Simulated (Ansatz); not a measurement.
In doubt: masses and optical values from hybrid runs of this build are listed as unsure, which bears on the screening that GW takes from such a start.

Rows from a G0W0 calculation on CdS (Greenockite) (Ansatz 0.2.0; G0W0 on HSE06, plane waves, PAW; 6×6×2 mesh, 225 empty bands, screening to 100 eV), in eV. Spin-orbit coupling is left out.

```csv
row,k,band,start,Σx,Σc at the solution,Vxc
A,Γ,c1,8.466,-8.160,-3.469,-11.746
B,Γ,v1,6.221,-20.608,2.006,-18.427
C,Γ,c2,10.113,-7.773,-3.719,-11.712
```

**Question.** Work out each quasiparticle level and how far it moved.

The quasiparticle equation reads E = start + Σx + Σc(E) − Vxc.

| row | E (eV) | shift (eV) |
| --- | --- | --- |
| A | 8.583 | +0.117 |
| B | 6.045 | −0.176 |
| C | 10.332 | +0.220 |

Limits: not at the basis limit; no spin-orbit coupling; coarse k mesh.

[Paths, hosts, dates, memory and timing lines, banners, echoed tables and standing remarks are left out of the program output.]

[Logs are printed without paths, hosts, clocks, repeated set-up lines and the standing remarks that a program may print on its own settings, such as how far it seeks lower states.]

[Runs of the session that timed out or met a known fault of the program may be left out.]

[Cells called generated may have been cut or substituted from an entry of the Crystallography Open Database or the Materials Project.]

[Hosts, paths, dates, database ids (printed as entryN), source tags and the programs' standing remarks are cut or masked in the printed files.]
